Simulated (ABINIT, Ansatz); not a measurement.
# Li2SnF6 (P-31m): G0W0 on several meshes in ABINIT, part 2 of 2

Aim: the GW shift of Li2SnF6 (P-31m) against the k mesh.

ABINIT 10.8.3; PBEsol and many-body steps on it, plane waves. Known limits of the many-body steps: not at the basis limit; exchange with frozen shells missing; no spin-orbit coupling; coarse k mesh.

So far. Step 4 (3×3×2): The gap on the mesh goes from 5.23 eV to 9.26 eV, a correction of +4.03 eV. Step 5 (Empty states on the mesh, 3×3×4 mesh, 101 bands): On this mesh the gap is 5.229 eV.

## 7. 3×3×4

This step: G0W0 on PBEsol, plane waves, norm-conserving pseudopotentials.

run.abi

```
acell 3*1.0 Angstrom
rprim 
  4.909513934494 -0.000000000024 0.000000000000
  -2.454756967227 4.251763787517 0.000000000000
  0.000000000000 0.000000000000 4.538039080000
ntypat 3
znucl 3 50 9
natom 9
typat 1 1 2 3 3 3 3 3 3
xred 
  0.666666666667 0.333333333333 0.500000000000
  0.333333333333 0.666666666667 0.500000000000
  0.000000000000 0.000000000000 0.000000000000
  0.329091060000 0.329091060000 0.255027190000
  0.670908940000 0.670908940000 0.744972810000
  0.670908940000 0.000000000000 0.255027190000
  0.329091060000 0.000000000000 0.744972810000
  0.000000000000 0.670908940000 0.255027190000
  0.000000000000 0.329091060000 0.744972810000
pp_dirpath "pseudos"
pseudos "Li.upf, Sn.upf, F.upf"
ecut 36
ngkpt 3 3 4
nshiftk 1
shiftk 0 0 0
kptopt 1
chksymbreak 0
istwfk *1
occopt 1
irdwfk 1
optdriver 4
nband 93
gwcalctyp 0
ecutsigx 36
symsigma 1
nkptgw 2
kptgw 
  0.3333333333 0.0000000000 0.0000000000
  0.0000000000 0.0000000000 0.0000000000
bdgw 
  30 33
  29 33
ecuteps 4.2
irdscr 1
ppmodel 1
indata_prefix "in"
outdata_prefix "out"
tmpdata_prefix "tmp"
```

Launch:

```
> OMP_NUM_THREADS=1 mpirun -n 4 abinit run.abi > log
```

Numbers of over 12 decimals in the logs are rounded to 6 here.

What it wrote:

```text
.Version 10.8.3 of ABINIT. v10.8.2 released Aug 2026.

 Symmetries : space group P-3 1 m (#162); Bravais hP (primitive hexag.)
[... echo of the input left out ...]
== DATASET  1 ==================================================================
-   mpi_nproc: 4, omp_nthreads: 1 (-1 if OMP is not activated)

--- !DatasetInfo
iteration_state: {dtset: 1, }
dimensions: {natom: 9, nkpt: 10, mband: 93, nsppol: 1, nspinor: 1, nspden: 1, mpw: 6636, }
cutoff_energies: {ecut:  36.0, pawecutdg:  -1.0, }
electrons: {nelect:   6.20000000E+01, charge:   0.00000000E+00, occopt:   1.00000000E+00, tsmear:   1.00000000E-02, }

 SIGMA: Calculation of the GW corrections

 Based on a program developped by R.W. Godby, V. Olevano, G. Onida, and L. Reining.
 Incorporated in ABINIT by V. Olevano, G.-M. Rignanese, and M. Torrent.
.Using double precision arithmetic ; gwpc =  8

[... cell and pseudopotentials left out ...]
--------------------------------------------------------------------------------

 ==== K-mesh for the wavefunctions ====
 Number of points in the irreducible wedge :    10
[... list of points left out ...]
 Together with 12 symmetry operations and time-reversal symmetry
 yields    36 points in the full Brillouin Zone.

 ==== Q-mesh for screening function ====
 Number of points in the irreducible wedge :    10
[... list of points left out ...]
 Together with 12 symmetry operations and time-reversal symmetry
 yields    36 points in the full Brillouin Zone.

 vcoul_init : cutoff-mode = AUXILIARY_FUNCTION
 q-points for optical limit:   1
     1)      0.000010    0.000020    0.000030
 setmesh: FFT mesh size selected  =    45x   45x   48
          total number of points  =        97200

 Number of electrons calculated from density =   62.0000; Expected =   62.0000
[...]
number of omega for Sigma on real axis              0
 max omega for Sigma on real axis  [eV]           0.00
 zcut for avoiding poles [eV]                     0.10

 EPSILON^-1 parameters (SCR file):
 dimension of the eps^-1 matrix on file            253
 dimension of the eps^-1 matrix used               253
 number of plane-waves for wavefunctions          6587
 number of bands                                    93
 number of q-points in IBZ                          10
 number of frequencies                               2
 number of real frequencies                          1
 number of imag frequencies                          1

 matrix elements of self-energy operator (all in [eV])

 Perturbative Calculation

--- !SelfEnergy_ee
iteration_state: {dtset: 1, }
kpoint     : [   0.333,    0.000,    0.000, ]
spin       : 1
KS_gap     :    6.037
QP_gap     :   10.325
Delta_QP_KS:    4.288
data: !SigmaeeData |
     Band     E0 <VxcDFT>   SigX SigC(E0)      Z dSigC/dE  Sig(E)    E-E0       E
       30  -0.842 -22.670 -30.614   5.515   0.812  -0.232 -24.642  -1.972  -2.814
       31  -0.698 -22.820 -30.803   5.569   0.812  -0.232 -24.779  -1.959  -2.657
       32   5.339 -18.184 -13.526  -1.954   0.861  -0.161 -15.855   2.329   7.668
[...]
--- !SelfEnergy_ee
iteration_state: {dtset: 1, }
kpoint     : [   0.000,    0.000,    0.000, ]
spin       : 1
KS_gap     :    5.249
QP_gap     :    9.256
Delta_QP_KS:    4.007
data: !SigmaeeData |
     Band     E0 <VxcDFT>   SigX SigC(E0)      Z dSigC/dE  Sig(E)    E-E0       E
[...]
32   4.531 -16.624 -12.168  -2.060   0.869  -0.151 -14.542   2.082   6.613
       33  10.132 -12.030  -6.840  -2.897   0.882  -0.134 -10.009   2.021  12.153

== END DATASET(S) ==============================================================
================================================================================

 -outvars: echo values of variables after computation  --------
           etotal      0.0000000000E+00
            nband          93
             nkpt          10
          spgroup         162
 [... the other variables as echoed above ...]

 Calculation completed.
```

It took 25 s on 4 MPI ranks of Arm Neoverse N1, shared host; peak memory 1.2 GiB.

Numbers from this step:

```yaml
g0w0_gap_on_the_points_computed: 9.256 eV
starting_gap_on_the_mesh: 5.229 eV
k_of_the_valence_top: 0, 0, 0
k_of_the_conduction_bottom: 0, 0, 0
z_at_the_valence_top: 0.812
z_at_the_conduction_bottom: 0.869
least_direct_g0w0_gap_on_the_computed_points: 9.256 eV
```

Against G0W0 in ABINIT (3×3×2 mesh, 93 bands, screening to 114.3 eV, Godby-Needs plasmon pole), the gap moves by −0.008 eV.

## 8. The runs together

Times are wall times on 4 MPI ranks of Arm Neoverse N1, shared host, good to a factor of about two. A run's time includes the screening step that it read.

```
  run   mesh  bands  screening cutoff (eV)  DFT gap (eV)  gap on the mesh (eV)  direct (eV)  ε∞ used     time
3×3×2  3×3×2     93                  114.3         5.229                 9.264        9.264     2.22     75 s
3×3×4  3×3×4     93                  114.3         5.229                 9.256        9.256     2.21  2.7 min
```

## 9. What came out

| Quantity | Value |
| --- | --- |
| 3×3×2 | 9.264 eV |
| 3×3×4 | 9.256 eV |
| known limits | not at the basis limit; exchange with frozen shells missing; no spin-orbit coupling; coarse k mesh |

What this shows: 3×3×4: −0.008 eV against 3×3×2. Bands and cutoff are finite, so the gap is not at the basis limit. The miss can reach some tenths of an eV and take either sign; the mesh is an error of its own. In the first G0W0 run levels were corrected at 2 k points alone, so a gap called «on the mesh» is the least over those, and an edge elsewhere would be missed. The 3×3×2 mesh is coarse for this cell, which bears on the long-range parts of exchange and screening. The norm-conserving file of at least one element keeps a d shell over frozen s and p shells of the same row. Exchange with those shells is missing from the self-energy, an error of 0.3 to 0.9 eV in cases checked, whose sign depends on which edge lies on those atoms. The many-body steps are scalar-relativistic: spin-orbit coupling is not in them.

[Paths, hosts, dates, memory and timing lines, banners, echoed tables and standing remarks are left out of the program output.]

[Logs are printed without paths, hosts, clocks, repeated set-up lines and the standing remarks that a program may print on its own settings, such as how far it seeks lower states.]

[Runs of the session that timed out or met a known fault of the program may be left out.]

[No measured gap is set beside runs whose start may be inverted or whose files or cutoffs have a known fault.]

[Hosts, paths, dates, database ids (printed as entryN), source tags and the programs' standing remarks are cut or masked in the printed files.]

[G0W0 gaps are taken among the corrected bands and points alone; a level outside them can change the order at an edge.]

[Where Ansatz stands beside ABINIT at settings called matched, ABINIT's density can come from a denser mesh and the files from another edition; pairs whose starting gaps differed by over 0.03 eV were left out, so agreement reads better than it is.]
